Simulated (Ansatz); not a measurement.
# TiMn3, from a guessed structure to a relaxed one, part 2 of 2

This structure for TiMn3 is made up. Its elements were placed in a known structure type with a cell scaled to their sizes. What cell does the guess relax to, and how far off was it?

Ansatz 0.2.0; DFT, PBEsol, plane-wave PAW, files of the set soft_1, scalar-relativistic, ferromagnetic start, cell and ions relaxed at zero pressure; PAW set soft_1 (the session's first sound run).

So far: Starting point; Relaxation of the guess. The relaxed cell has a = 5.681 Å (conventional setting).

### Step 3. Electronic structure of the relaxed cell

With the geometry fixed, one more self-consistent run, with a narrower smearing and the mesh shown in its input, gives the bands, and its pressure, and its forces where symmetry allows any, show how far the geometry depends on these settings.

This step: DFT, PBEsol, plane-wave PAW, files of the set soft_1, scalar-relativistic, ferromagnetic start, bands and density of states at the relaxed cell; PAW set soft_1 (Ansatz 0.2.0).

The input, input.yaml:

```yaml
crystal:
  lattice:
    - [0.0, 2.8403563895, 2.8403563895]
    - [2.8403563895, 0.0, 2.8403563895]
    - [2.8403563895, 2.8403563895, 0.0]
  atoms:
    - { symbol: Mn, position: [0.75, 0.75, 0.75] }
    - { symbol: Mn, position: [0.25, 0.25, 0.25] }
    - { symbol: Mn, position: [0.5, 0.5, 0.5], spin: 0.9 }
    - { symbol: Ti, position: [0.0, 0.0, 0.0] }
magnetization:
  spin_polarized: true
kpoints:
  mp_grid: { grid: [10, 10, 10] }
  band_path:
    path:
      - [[0.0, 0.0, 0.0], [0.5, 0.0, 0.5], [0.5, 0.25, 0.75], [0.375, 0.375, 0.75], [0.0, 0.0, 0.0], [0.5, 0.5, 0.5], [0.625, 0.25, 0.625], [0.5, 0.25, 0.75], [0.5, 0.5, 0.5], [0.375, 0.375, 0.75]]
      - [[0.625, 0.25, 0.625], [0.5, 0.0, 0.5]]
    npoints: 8
scf:
  occupations: { method: fermi_dirac, width: 0.03 }
  n_extra_bands: 9
hamiltonian:
  xc: pbesol
  pseudopotentials: { kind: paw, azcp: { folder: soft_1 }, xc_functional: pbe }
output:
  forces: true
  stress: true
  write_bands: true
  dos: { projected: true }
  write_density: true
  write_potential: true
  elf: true
  volumetric_format: npy
```

Run with:

```
$ ansatz run input.yaml --threads 4 --pin off --max-ram 10240MiB --backend cpu --events-out ev --progress --plain --runs-dir out
```

Numbers of over 12 decimals in the logs are rounded to 6 here.

Log:

```text
[...]
Crystal: 4 atoms, lattice volume = 45.830 Å³
Basis set: ecut = 420 eV, 893 PW (Γ), exchange–correlation on 54×54×54 points (8 copies of the dense FFT grid, shifted against one another)
Bands: 38, of which v1, the nominal top of the filled ones, is band 29 counted from 1 (28 counted from 0)
Symmetry: 48 space group operations
[...]
k-points: 47 of 1000
[...]
Starting moments: Σ|m| = 0.9 μB on 1 of 4 sites
[...]
SCF iter   1: F=—  HF=-14083.710930 eV  |F-HF|=—  |Δ(HF+E_count)|=         —  Δρ=1.11e-1 (↑1.11e-1 ↓7.08e-2)  dr2=1.12e1  dr2_m=4.90e-1  M=0.150 μB ∫|m|=0.325 μB  β_m=0.30  ethr=3.10e-3  ⟨swp⟩=4.3  Hψ=11173  notcnv=0
[...]
SCF iter  17: F=-14080.629840 eV  HF=-14080.629840 eV  |F-HF|=1.20e-8  |Δ(HF+E_count)|=   3.16e-9  Δρ=3.33e-6 (↑3.33e-6 ↓2.03e-6)  dr2=1.31e-8  dr2_m=2.02e-10  M=0.922 μB ∫|m|=1.072 μB  ethr=7.33e-12  ⟨swp⟩=9.0  Hψ=19382  notcnv=0
SCF 1 converged in 17 iterations: F = -14080.629840 eV  dr2 = 1.31e-8
[...]
NSCF: frozen V_eff on 82 k-points
SCF converged after 17 iterations
Magnetization: 0.9217 μB (28.9608 up, 28.0392 down)
Absolute magnetization: 1.0917 μB (∫|ρ↑−ρ↓|, with the PAW one-centre terms)
[...]
Per-site moments (μB) at R_I (Å): [(0.00371174, 1.014676), (0.00371174, 1.014676), (0.921400, 1.014676), (0.0010915, 1.014676)]
Free energy (F): -14080.629840 eV
[...]
Internal energy: -14080.612821 eV  (E = F + TS)
E sigma→0 (E₀):  -14080.621331 eV
Entropy (-TS):   -0.017018 eV (-4.255 meV/atom)
Fermi energy:    19.365457 eV
[...]
--- Stress (GPa, compression-positive) ---
        0.018657       0.000000       0.000000
       -0.000000       0.018657      -0.000000
        0.000000       0.000000       0.018657
  P = ⅓ Tr σ = 0.0187 GPa (0.187 kbar)
--- Band table (eV; the first three rows and the last of 94) ---
  k-point 0 ↑: bands = [... 25 lower, 18.4548, 18.4548, 18.4548, 19.4006, 19.4006, 20.1573, 20.1573, 21.8295, ... 5 higher]
  k-point 1 ↑: bands = [... 25 lower, 18.4052, 18.4052, 18.5607, 19.3875, 19.3875, 20.1441, 20.1441, 21.4276, ... 5 higher]
  k-point 2 ↑: bands = [... 25 lower, 18.2349, 18.2349, 18.8522, 19.3811, 19.3811, 20.1022, 20.1022, 20.4626, ... 5 higher]
  k-point 46 ↓: bands = [... 25 lower, 18.0173, 18.1756, 18.5166, 19.6710, 19.7135, 19.8742, 20.1637, 20.6684, ... 5 higher]
```

It took 6.2 s on 4 threads of AMD EPYC 9R14 (Zen 4), shared host; peak memory 0.61 GiB.

This step gave:

```
free energy             : -14080.6298 eV
energy at zero smearing : -14080.6213 eV
smearing term TS        : 0.01702 eV
Fermi energy            : 19.37 eV
magnetization           : 0.9217 μB
absolute magnetization  : 1.092 μB
site moments            : 0.003712, 0.003712, 0.9214, 0.001092 μB
pressure                : 0.01866 GPa
```

From bands.tsv, the bands that come nearest the Fermi level along the path, at its corners, in eV from the Fermi level:

```
point  band_27_up  band_28_up  band_29_up  band_30_up  band_26_dn  band_27_dn  band_28_dn  band_29_dn
    Γ       -0.91        0.04        0.04        0.79       -0.88       -0.88        0.75        0.75
    X       -0.42       -0.03        0.11        0.51       -0.02       -0.02        0.09        0.45
    W       -1.17       -0.10        0.13        0.13       -1.38       -1.15        0.42        0.44
    K       -0.49       -0.25       -0.09       -0.03       -1.10       -0.43       -0.01        0.27
    Γ       -0.91        0.04        0.04        0.79       -0.88       -0.88        0.75        0.75
    L       -1.82        0.09        0.09        0.59       -1.89       -1.83        0.62        0.62
    U       -0.49       -0.25       -0.09       -0.03       -1.10       -0.43       -0.01        0.27
    W       -1.17       -0.10        0.13        0.13       -1.38       -1.15        0.42        0.44
    L       -1.82        0.09        0.09        0.59       -1.89       -1.83        0.62        0.62
    K       -0.49       -0.25       -0.09       -0.03       -1.10       -0.43       -0.01        0.27
    U       -0.49       -0.25       -0.09       -0.03       -1.10       -0.43       -0.01        0.27
    X       -0.42       -0.03        0.11        0.51       -0.02       -0.02        0.09        0.45
```

Site moment by atom:

```tsv
atom	site moment (μB)
Mn1	0.004
Mn2	0.004
Mn3	0.921
Ti4	0.001
```

Spin density in the ac plane of the conventional cell at fractional y = 0.000, with atoms of Mn and Ti within 0.2 Å of it.

Ten even steps from '0' (0.0 e/Å³) to '9' (1.7 e/Å³), each cell a mean:
```
0000001572000000
0000000110000000
0000000000000000
0000000000000000
0000000000000000
0000000000000000
3100000000000002
9300000000000017
7200000000000015
1000000000000001
0000000000000000
0000000000000000
0000000000000000
0000000000000000
0000000231000000
0000001793000000
```
Columns run along a (5.7 Å), rows up along c (5.7 Å), edges of the conventional cell, whose origin can differ from the input's. Atoms in or near the plane, at fractional coordinates: Mn at (0.50, 0.00), Mn at (0.00, 0.50), Ti at (0.00, 0.00), Ti at (0.50, 0.50).

Electrostatic potential energy in the ac plane of the conventional cell at fractional y = 0.000, with atoms of Mn and Ti within 0.2 Å of it. With pseudopotentials it is smooth inside the atoms' cores, unlike the true potential.

Ten even steps from '0' (-55 eV) to '9' (20 eV), each cell a mean:
```
4479984002799854
5689997436899975
8899999889999998
9999999999999999
9999999999999999
6899998767999987
1489986445799962
0169985444699830
0279985444799840
3689997556899974
8999999888999998
9999999999999999
9999999999999999
6799998768999987
4579996214899864
4469983001699854
```
Columns run along a (5.7 Å; values clipped at the 3rd and 97th percentile), rows up along c (5.7 Å), edges of the conventional cell, whose origin can differ from the input's. Atoms in or near the plane, at fractional coordinates: Mn at (0.50, 0.00), Mn at (0.00, 0.50), Ti at (0.00, 0.00), Ti at (0.50, 0.50).

Valence density in the ac plane of the conventional cell at fractional y = 0.000, with atoms of Mn and Ti within 0.2 Å of it. It is the smooth field of the valence electrons, not physical close to the nuclei.

Ten steps, logarithmic in the rise over the least value, from '0' (0 e/Å³) to '9' (24 e/Å³), each cell a mean:
```
7620015897300157
5310002554100025
1000000111000001
0000000000000000
0000000000000000
3200001232000013
7520003665200147
9730015786300159
9730015776200158
5410002553100025
1100000110000001
0000000000000000
0000000000000000
3200001332000012
6520014775200036
8630015997300157
```
Columns run along a (5.7 Å), rows up along c (5.7 Å), edges of the conventional cell, whose origin can differ from the input's. Atoms in or near the plane, at fractional coordinates: Mn at (0.50, 0.00), Mn at (0.00, 0.50), Ti at (0.00, 0.00), Ti at (0.50, 0.50).

### Step 4. Summary of results

```json
{"space group, relaxed": "Fm-3m", "conventional cell": "a = 5.681, b = 5.681, c = 5.681 Å; α = 90.0°, β = 90.0°, γ = 90.0°", "volume per atom": "11.46 Å³ (guess 12.33)", "total moment": "0.95 μB in the cell of 4 atoms"}
```

TiMn3 relaxes to Fm-3m with a = 5.681, b = 5.681 and c = 5.681 Å. The guessed volume was 8 % too large. The space group Fm-3m was held in the relaxation, so the end point is a stationary structure within it and may be a saddle against distortions or other arrangements. The input starts from parallel moments, and no other start was typed. Bands cross the Fermi level, so it is a metal or semimetal at this level. On the 10×10×10 mesh with the narrower smearing (relaxed on 8×8×8) the forces vanish, as symmetry may demand, and the largest stress component is 0.019 GPa, within the relaxation's thresholds of 0.015 eV/Å and 0.05 GPa. The cutoff wasn't tested. No dispersion term is used, so weakly bound directions may come out too long. Nothing here tests whether the compound is stable against decomposition.

[Logs are printed without paths, hosts, clocks, repeated set-up lines and the standing remarks that a program may print on its own settings, such as how far it seeks lower states.]

[Hosts, paths, dates, database ids (printed as entryN), source tags and the programs' standing remarks are cut or masked in the printed files.]
